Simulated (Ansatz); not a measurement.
**AlIn (built on the sites of a database entry of ScBi): from the cell to its phonons**

Aim: the vibrations of AlIn (built on the sites of a database entry of ScBi), their spectra, and whether the structure is stable.

Calculated with Ansatz 0.2.0; DFT PBEsol, scalar-relativistic, plane waves, PAW.

The structure was built from a prototype and need not be the compound's stable phase.

## Step 1: Set-up

Symmetry: Fm-3m, No. 225, cubic system. Conventional cell: a = 5.182 Å, b = 5.182 Å, c = 5.182 Å, α = 90.00°, β = 90.00°, γ = 90.00°. Nearest to Al lie 6 In at 2.59 Å. Nearest to In lie 6 Al at 2.59 Å. Farther neighbours are not listed.

Coordinates:

```cif
data_structure
_symmetry_space_group_name_H-M 'Fm-3m'
_symmetry_Int_Tables_number 225
_cell_length_a 5.1816
_cell_length_b 5.1816
_cell_length_c 5.1816
_cell_angle_alpha 90.000
_cell_angle_beta 90.000
_cell_angle_gamma 90.000
_cell_volume 139.12
loop_
_atom_site_label
_atom_site_type_symbol
_atom_site_symmetry_multiplicity
_atom_site_Wyckoff_symbol
_atom_site_fract_x
_atom_site_fract_y
_atom_site_fract_z
_atom_site_occupancy
Al1 Al 4 b 0.50000 0.00000 0.00000 1
In1 In 4 a 0.00000 0.00000 0.00000 1
```

## Step 2: Rough relaxation

A rough relaxation comes first, because large forces or stress need no tight tolerances yet.

Contents of input.yaml:

```yaml
crystal:
  lattice:
    - [0.0, 2.59081, 2.59081]
    - [2.59081, 0.0, 2.59081]
    - [2.59081, 2.59081, 0.0]
  atoms:
    - { symbol: Al, position: [0.5, 0.5, 0.5] }
    - { symbol: In, position: [0.0, 0.0, 0.0] }
kpoints:
  mp_grid: { grid: [6, 6, 6] }
hamiltonian:
  xc: pbesol
scf:
  occupations: { method: gaussian, width: 0.1 }
output:
  forces: true
  stress: true
  eigenvalues: true
relax:
  adjacent_minimum: "off"
  f_tol: 0.05
  max_steps: 80
  cell: { stress_tol: 0.5 }
```

Command:

```bash
> ansatz run input.yaml --threads 4 --pin off --max-ram 7168MiB --backend cpu --events-out ev --progress --plain --runs-dir out
```

Numbers of over 12 decimals in the logs are rounded to 6 here.

The log of the run:

```text
The last accepted step is kept in <dir> (removed where the run ends without a failure and the disk answers)
Engine: ansatz 0.2.0, x86_64-unknown-linux-gnu
Pseudopotentials: kind: paw
Pseudopotential: Al, paw, valence charge 3, recommended cutoff 420 eV (normal), Al.paw.azcp
Pseudopotential: In, paw, valence charge 13, recommended cutoff 420 eV (normal), In.paw.azcp
Functional definition: PBEsol
  exchange = pbesol_x
[...]
--- Relaxed structure (4 steps of the walk, 4 accepted, 1 SCFs on fresh bases) ---
  F+E_penalty+E_count = -6049.34729036 eV   max|allowed force component| = 4.109e-31 eV/Å   (the final SCF, on the basis selected at the relaxed cell)
  cell:  # Å, volume = 46.4026 Å³
    - [0, 2.852140, 2.852140]
    - [2.852140, 0, 2.852140]
    - [2.852140, 2.852140, 0]
  atoms:
    - { symbol: Al, position: [0.500000, 0.500000, 0.5] }
    - { symbol: In, position: [0, 0, 0] }
[key lines of the parts left out:]
SCF converged after 5 iterations
Free energy (F): -6049.347290 eV
Fermi energy:    7.890403 eV
P = ⅓ Tr σ = 0.2063 GPa (2.063 kbar)
```

It took 1.2 s on 4 threads of Intel Xeon 6975P-C (Granite Rapids), shared host; peak memory 0.35 GiB.

The steps of the relaxation:

| step | energy less that of the first step (eV) | largest force component (eV/Å) | pressure (GPa) | volume (Å³) |
| --- | --- | --- | --- | --- |
| 1 | 0.0000 | 0.0000 | 27.87 | 34.78 |
| 2 | -0.5800 | 0.0000 | 9.83 | 40.04 |
| 3 | -0.7193 | 0.0000 | 3.07 | 43.62 |
| 4 | -0.7434 | 0.0000 | -0.05 | 46.40 |
| 5* | -0.7521 | 0.0000 | 0.21 | 46.40 |

Relaxation steps marked * repeat the geometry before them on a plane-wave basis chosen anew for their cell, so energy and pressure can jump there.

The run keeps the 48 symmetry operations that it works with, so distortions that break them were not tested.

```csv
"conventional cell, symmetrised",before,after,change
a (Å),5.182,5.704,+10.1 %
b (Å),5.182,5.704,+10.1 %
c (Å),5.182,5.704,+10.1 %
volume (Å³/atom),17.39,23.20,+33.4 %
```

The relaxed structure:

```xyz
2
Lattice="0.0000 2.8521 2.8521 2.8521 0.0000 2.8521 2.8521 2.8521 0.0000" Properties=species:S:1:pos:R:3 pbc="T T T"
Al    2.8521    2.8521    2.8521
In    0.0000    0.0000    0.0000
```

This step gave:

* pressure: 0.2063 GPa
* volume per atom: 23.20 Å³
* gap on the k-mesh: 0 eV

In this step the volume went from 17.39 to 23.20 Å³/atom.

## Step 3: Bringing the structure to rest

Harmonic phonons are second derivatives at a point where the forces vanish, and they are wanted at zero stress, so atoms and cell are relaxed first.

Contents of input.yaml:

```yaml
crystal:
  lattice:
    - [0.0, 2.8521403005, 2.8521403005]
    - [2.8521403005, 0.0, 2.8521403005]
    - [2.8521403005, 2.8521403005, 0.0]
  atoms:
    - { symbol: Al, position: [0.5, 0.5, 0.5] }
    - { symbol: In, position: [0.0, 0.0, 0.0] }
kpoints:
  mp_grid: { grid: [12, 12, 12] }
hamiltonian:
  xc: pbesol
scf:
  occupations: { method: gaussian, width: 0.1 }
output:
  forces: true
  stress: true
  eigenvalues: true
  write_density: true
  write_potential: true
  elf: true
  volumetric_format: npy
relax:
  adjacent_minimum: "off"
  f_tol: 0.005
  max_steps: 80
  cell: { stress_tol: 0.05 }
```

The log of the run:

```text
[...]
Crystal: 2 atoms, lattice volume = 46.403 Å³
Basis set: ecut = 420 eV, 893 PW (Γ), exchange–correlation on 54×54×54 points (8 copies of the dense FFT grid, shifted against one another)
Bands: 12, of which v1, the nominal top of the filled ones, is band 8 counted from 1 (7 counted from 0)
Symmetry: 48 space group operations
[...]
k-points: 72 of 1728
[...]
SCF iter   1: F=—  HF=-6049.384941 eV  |F-HF|=—  |Δ(HF+E_count)|=         —  Δρ=2.69e-3  dr2=3.64e-3  ethr=1.77e-3  ⟨swp⟩=5.6  Hψ=5472  notcnv=0
[...]
SCF iter   8: F=-6049.382353 eV  HF=-6049.382353 eV  |F-HF|=1.29e-9  |Δ(HF+E_count)|=   8.16e-8  Δρ=1.74e-6  dr2=1.37e-9  ethr=6.25e-10  ⟨swp⟩=9.4  Hψ=6013  notcnv=0
SCF 1 converged in 8 iterations: F = -6049.382353 eV  dr2 = 1.37e-9
[...]
relax step   1: F+E_penalty+E_count = -6049.38235315 eV  Δ(F+E_penalty+E_count) = +0.000e0 eV  max|allowed force component| = 3.386e-30 eV/Å  Δτ_max = 0.0000 Å  P = +0.006 GPa  Ω = 46.403 Å³  (8 SCF iters, dr2 threshold 1.00e-7 eV, accepted)
[...]
SCF iter   1: F=—  HF=-6049.382355 eV  |F-HF|=—  |Δ(HF+E_count)|=         —  Δρ=2.61e-6  dr2=2.19e-9  ethr=5.51e-7  ⟨swp⟩=2.2  Hψ=7516  notcnv=0
eigensolver tolerance schedule: the retry pair's looser diagonalisation over-reported the residual by 40178.47 of it (diagonalisation noise at an unbounded share of the residual, at the tolerance the schedule requests for it); recorded, not acted on — ethr = c·dr2/N_el stays at c = 1.0e-1
[...]
SCF iter   2: F=—  HF=-6049.382353 eV  |F-HF|=—  |Δ(HF+E_count)|=   1.66e-6  Δρ=5.39e-7  dr2=1.45e-10  ethr=1.37e-11  ⟨swp⟩=3.2  Hψ=1959  notcnv=0
[...]
SCF iter   4: F=-6049.382353 eV  HF=-6049.382353 eV  |F-HF|=9.09e-13  |Δ(HF+E_count)|=  2.36e-11  Δρ=5.35e-8  dr2=1.15e-12  ethr=1.00e-12  ⟨swp⟩=4.7  Hψ=3741  notcnv=0
SCF 2 converged in 4 iterations: F = -6049.382353 eV  dr2 = 1.15e-12
relax step   2: F+E_penalty+E_count = -6049.38235316 eV  Δ(F+E_penalty+E_count) = -6.985e-10 eV  max|allowed force component| = 4.930e-31 eV/Å  Δτ_max = 0.0000 Å  P = +0.006 GPa  Ω = 46.403 Å³  stress off target by 5.73e-3 GPa  SCF on the basis re-selected at this cell (its energy is not comparable with the rows above)  (4 SCF iters)
[...]
SCF converged after 4 iterations
Free energy (F): -6049.382353 eV
[...]
Internal energy: -6049.378955 eV  (E = F + TS)
E sigma→0 (E₀):  -6049.380654 eV
Entropy (-TS):   -0.003398 eV (-1.699 meV/atom)
Fermi energy:    7.972047 eV
[...]
--- Stress (GPa, compression-positive) ---
        0.005730       0.000000      -0.000000
       -0.000000       0.005730       0.000000
        0.000000       0.000000       0.005730
  P = ⅓ Tr σ = 0.0057 GPa (0.057 kbar)
--- Band table (eV; the first three rows and the last of 72) ---
  k-point 0: bands = [... 4 lower, -6.3419, -1.5687, 10.4267, 10.4267, 10.4267, 13.1004, 14.5299, 14.5299]
  k-point 1: bands = [... 4 lower, -6.3385, -1.4704, 9.5312, 10.3942, 10.3942, 13.4548, 14.5081, 14.6985]
  k-point 2: bands = [... 4 lower, -6.3282, -1.1749, 7.9226, 10.3327, 10.3327, 13.2283, 14.1958, 14.1958]
  k-point 71: bands = [... 4 lower, -6.2498, 3.3544, 4.1704, 5.2391, 5.2391, 12.9767, 13.1194, 15.1063]
--- Relaxed structure (1 steps of the walk, 1 accepted, 1 SCFs on fresh bases) ---
[...]
cell:  # Å, volume = 46.4026 Å³
    - [0.0, 2.8521403005, 2.8521403005]
    - [2.8521403005, 0.0, 2.8521403005]
    - [2.8521403005, 2.8521403005, 0.0]
  atoms:
    - { symbol: Al, position: [0.500000, 0.500000, 0.500000] }
    - { symbol: In, position: [0.0, 0.0, 0.0] }
```

It took 1.3 s on 4 threads; peak memory 0.44 GiB; 4 s of CPU time.

Little changed from the start: no atom moved by 0.005 Å and no cell edge by 0.1 %.

This step gave:

| Property | Result |
| --- | --- |
| pressure | 0.005730 GPa |

Electrostatic potential energy in the ac plane of the conventional cell at fractional y = 0.000, with atoms of Al and In within 0.2 Å of it. With pseudopotentials it is smooth inside the atoms' cores, unlike the true potential.

Ten even steps from '_' (-36 eV) to '@' (10 eV), each cell a mean:
```
____==%%@@##++####****%%%%**..__
..--**@@@@%%**++++++##@@@@%%==..
**##%%@@@@@@%%####%%@@@@@@@@%%**
%%@@@@@@@@@@@@@@%%@@@@@@@@@@@@%%
%%%%@@@@@@@@@@%%%%%%@@@@@@@@@@%%
**##%%@@@@%%**==--++%%@@@@@@##**
**++##%%@@##--____..++%%@@%%++**
%%****%%%%**..______--%%%%##++##
##****%%%%**..______==%%@@##++##
++++##@@@@%%==....--**@@@@%%**++
##%%@@@@@@@@%%****##%%@@@@@@%%##
%%@@@@@@@@@@@@%%%%@@@@@@@@@@@@@@
%%%%@@@@@@@@@@%%%%%%@@@@@@@@@@%%
--++%%@@@@@@##****##%%@@@@%%**==
__..++%%@@%%++****++##%%@@##--__
____--%%%%##++##%%****%%%%**..__
```
Columns run along a (5.7 Å; values clipped at the 3rd and 97th percentile), rows up along c (5.7 Å), edges of the conventional cell, whose origin can differ from the input's. Atoms in or near the plane, at fractional coordinates: Al at (0.50, 0.00), Al at (0.00, 0.50), In at (0.00, 0.00), In at (0.50, 0.50).

Valence density in the ac plane of the conventional cell at fractional y = 0.000, with atoms of Al and In within 0.2 Å of it. It is the smooth field of the valence electrons, not physical close to the nuclei.

Values in e/Å³, 16 rows by 16 columns, each cell a mean:
```
 9  5  1  0  0  0  0  0  0  0  0  0  0  1  2  7
 3  2  1  0  0  0  0  0  0  0  0  0  0  0  1  2
 1  0  0  0  0  0  0  0  0  0  0  0  0  0  0  1
 0  0  0  0  0  0  0  0  0  0  0  0  0  0  0  0
 0  0  0  0  0  0  0  0  0  0  0  0  0  0  0  0
 0  0  0  0  0  0  1  1  1  1  0  0  0  0  0  0
 0  0  0  0  0  0  2  5  6  3  1  0  0  0  0  0
 0  0  0  0  0  1  3  9 11  6  1  0  0  0  0  0
 0  0  0  0  0  1  2  7  9  5  1  0  0  0  0  0
 0  0  0  0  0  0  1  2  3  2  1  0  0  0  0  0
 0  0  0  0  0  0  0  1  1  0  0  0  0  0  0  0
 0  0  0  0  0  0  0  0  0  0  0  0  0  0  0  0
 0  0  0  0  0  0  0  0  0  0  0  0  0  0  0  0
 1  1  0  0  0  0  0  0  0  0  0  0  0  0  1  1
 6  3  1  0  0  0  0  0  0  0  0  0  0  0  2  5
11  6  1  0  0  0  0  0  0  0  0  0  0  1  3  9
```
Columns run along a (5.7 Å), rows up along c (5.7 Å), edges of the conventional cell, whose origin can differ from the input's. Atoms in or near the plane, at fractional coordinates: Al at (0.50, 0.00), Al at (0.00, 0.50), In at (0.00, 0.00), In at (0.50, 0.50).

ELF in the ac plane of the conventional cell at fractional y = 0.000, with atoms of Al and In within 0.2 Å of it. It is the smooth field of the valence electrons, not physical close to the nuclei.

Ten even steps from '_' (0.00) to '@' (0.71), each cell a mean:
```
__..--==%%@@++::::::%%@@++--::__
::----==**%%##++==**%%##++----::
------==++**%%@@@@@@##++====----
**++++----++**%%%%##++==--==++++
@@%%**==--================++##@@
%%%%%%**++------------==++##%%%%
::==%%%%++----....::--==##@@**::
++::%%@@**--::____..--==%%@@==::
::::%%@@++--::____..--==%%@@++::
==**%%##++----::::----==**%%##++
@@@@##++====----------==++**%%@@
%%##++==--==++++**++++----++**%%
==========++##@@@@%%**==--======
------==++##%%%%%%%%%%**++------
..::--==##@@**::::==%%%%++----..
__..--==%%@@==::++::%%@@**--::__
```
Columns run along a (5.7 Å), rows up along c (5.7 Å), edges of the conventional cell, whose origin can differ from the input's. Atoms in or near the plane, at fractional coordinates: Al at (0.50, 0.00), Al at (0.00, 0.50), In at (0.00, 0.00), In at (0.50, 0.50).

In this step the volume went from 23.20 to 23.20 Å³/atom.

## Step 4: Tight relaxation

Phonons need a cell at rest on their own settings, so the relaxation is repeated with tight tolerances on forces and stress on the k mesh and occupations of the first response run.

input.yaml, the sections that differ from step 3:

```yaml
scf:
  occupations: { method: methfessel_paxton, width: 0.2 }
output:
  forces: true
  stress: true
  eigenvalues: true
relax:
  adjacent_minimum: "off"
  f_tol: 0.001
  max_steps: 60
  cell: { stress_tol: 0.01 }
# crystal, kpoints, hamiltonian: as in step 3
```

The log of the run:

```text
[...]
Crystal: 2 atoms, lattice volume = 46.403 Å³
Basis set: ecut = 420 eV, 893 PW (Γ), exchange–correlation on 54×54×54 points (8 copies of the dense FFT grid, shifted against one another)
Bands: 12, of which v1, the nominal top of the filled ones, is band 8 counted from 1 (7 counted from 0)
Symmetry: 48 space group operations
[...]
k-points: 72 of 1728
[...]
k-point 71: bands = [... 4 lower, -6.2460, 3.3581, 4.1743, 5.2421, 5.2421, 12.9826, 13.1252, 15.1111]
--- Relaxed structure (2 steps of the walk, 2 accepted, 1 SCFs on fresh bases) ---
[...]
cell:  # Å, volume = 46.3863 Å³
    - [0, 2.851805, 2.851805]
    - [2.851805, 0, 2.851805]
    - [2.851805, 2.851805, 0.0]
  atoms:
    - { symbol: Al, position: [0.5, 0.5, 0.5] }
    - { symbol: In, position: [0, 0, 0] }
[key lines of the parts left out:]
SCF converged after 5 iterations
Free energy (F): -6049.379964 eV
Fermi energy:    7.979629 eV
P = ⅓ Tr σ = 0.0046 GPa (0.046 kbar)
```

Run time: 1.5 s. Hardware: 4 threads; peak memory 0.45 GiB; 4.7 s of CPU time.

Little changed from the start: no atom moved by 0.005 Å and no cell edge by 0.1 %.

This step gave:

* pressure: 0.004571 GPa
* volume per atom: 23.19 Å³

The forces vanish by symmetry and the pressure is 0.005 GPa, within the tolerances set. The cell now holds 23.19 Å³/atom.

## Step 5: Zone-centre response

The zone centre comes first: it holds the modes that light can see, as far as symmetry allows. No field response is asked, since the mesh shows no gap.

input.yaml, the sections that differ from step 4:

```yaml
crystal:
  lattice:
    - [0.0, 2.8518048579, 2.8518048579]
    - [2.8518048579, 0.0, 2.8518048579]
    - [2.8518048579, 2.8518048579, 0.0]
  atoms:
    - { symbol: Al, position: [0.5, 0.5, 0.5] }
    - { symbol: In, position: [0.0, 0.0, 0.0] }
output:
  eigenvalues: true
phonons:
  method: dfpt
# kpoints, hamiltonian, scf: as in step 4
# relax: removed
```

The log of the run:

```text
[...]
Crystal: 2 atoms, lattice volume = 46.386 Å³
Basis set: ecut = 420 eV, 893 PW (Γ), exchange–correlation on 54×54×54 points (8 copies of the dense FFT grid, shifted against one another)
Bands: 12, of which v1, the nominal top of the filled ones, is band 8 counted from 1 (7 counted from 0)
Symmetry: 48 space group operations
k-points: 163 of 1728 (irreducible under 8 space group operations, time reversal used)
[...]
SCF iter   1: F=—  HF=-6049.382551 eV  |F-HF|=—  |Δ(HF+E_count)|=         —  Δρ=2.70e-3  dr2=3.67e-3  ethr=1.77e-3  ⟨swp⟩=5.2  Hψ=11883  notcnv=0
[...]
SCF iter   9: F=-6049.379964 eV  HF=-6049.379964 eV  |F-HF|=2.73e-12  |Δ(HF+E_count)|=  3.57e-10  S|Δr|=    0.00e0  Δρ=1.00e-7  dr2=3.67e-12  ethr=1.00e-12  ⟨swp⟩=5.4  Hψ=10005  notcnv=0
SCF 1 converged in 9 iterations: F = -6049.379964 eV  dr2 = 3.67e-12
[...]
DFPT response loops at Γ: preconditioner auto → Kerker (q_TF=auto, 2.285 Å⁻¹) (partly filled bands, converged f_vac=0.000); β = 1.00, the filter's whole step (`scf.mixing.beta` (0.50) is not read by the response loops under this deck's `scf.mixing.preconditioner`; to damp them name `kerker` or `kerker_dos`, under which they read `scf.mixing.beta`, and type it under 1.00, their step now; both keys bind the ground state too); Broyden in place of MSR1
SCF converged after 9 iterations
[...]
Free energy (F): -6049.379964 eV
[...]
Internal energy: -6049.383225 eV  (E = F + TS)
E sigma→0 (E₀):  -6049.380779 eV
Entropy (-TS):   0.003260 eV (1.630 meV/atom)
Fermi energy:    7.979628 eV
[...]
--- Band table (eV; the first three rows and the last of 163) ---
  k-point 0: bands = [... 4 lower, -6.3382, -1.5669, 10.4315, 10.4315, 10.4315, 13.1089, 14.5346, 14.5346]
  k-point 1: bands = [... 4 lower, -6.3349, -1.4685, 9.5361, 10.3990, 10.3990, 13.4624, 14.5134, 14.7034]
  k-point 2: bands = [... 4 lower, -6.3245, -1.1729, 7.9271, 10.3374, 10.3374, 13.2343, 14.2013, 14.2013]
  k-point 162: bands = [... 4 lower, -6.2460, 3.3581, 4.1743, 5.2421, 5.2421, 12.9826, 13.1252, 15.1111]
--- Phonons (Γ-DFPT): 2 representative perturbations + reference, on 163 of 1728 k-points (Σ response iterations 7) ---
  k mesh reduced under 8 symmetry operations, with k and −k counted as one. Each operation leaves every solved perturbation unchanged. A smaller set is not used because it would not reduce the number of displacements times k-points to solve
  ASR residual: 3.111e-5 → 0.000e0 eV/Å²; symmetrization residual: 2.372e-6 eV/Å²
  ASR residual per site (eV/Å²): 5.02e-6 3.11e-5
  Γ frequencies (cm⁻¹): 0.00 0.00 0.00 213.37 213.37 213.37
  non-analytic LO–TO correction: not included (Born effective charges unavailable; polar crystals: no LO–TO splitting at Γ)
```

Run time: 4.8 s. Hardware: 4 threads; peak memory 0.66 GiB.

In the SCF lines HF is the Harris–Foulkes energy and dr2 the Hartree energy of the density residual, in eV; the loop may stop once dr2 is under the threshold and the program's other checks hold. Hψ counts applications of the Hamiltonian.

This step gave:

```yaml
sum_rule_residual_before_enforcement: 3.11e-5 eV/Å²
point_group: m-3m
highest_optical_mode_at_the_zone_centre_no_lo_to_term: 213.4 cm⁻¹
lowest_optical_zone_centre_mode: 213.4 cm⁻¹
```

Patterns of degenerate modes are one choice out of their space. The modes at Γ (shares of kinetic energy by element, %):

| mode | frequency (cm⁻¹) | symmetry | Al % | In % |
| --- | --- | --- | --- | --- |
| 1 | 0.0 | acoustic | 19 | 81 |
| 2 | 0.0 | acoustic | 19 | 81 |
| 3 | 0.0 | acoustic | 19 | 81 |
| 4 | 213.4 | T1u | 81 | 19 |
| 5 | 213.4 | T1u | 81 | 19 |
| 6 | 213.4 | T1u | 81 | 19 |

Displacements in mode 4 (213.4 cm⁻¹), the largest set to 1:
```
Al1  0.00  0.00  1.00
In2  0.00  0.00 -0.24
```

Before it was imposed, the acoustic sum rule was missed by 3.1e-5 eV/Å². Small misses are needed for a sound result but don't prove that mesh and cutoff are converged. The lowest optical mode is real, 213 cm⁻¹.

(Part 1 of 2 ends here.)

[Logs are printed without paths, hosts, clocks, repeated set-up lines and the standing remarks that a program may print on its own settings, such as how far it seeks lower states.]

[Hosts, paths, dates, database ids (printed as entryN), source tags and the programs' standing remarks are cut or masked in the printed files.]
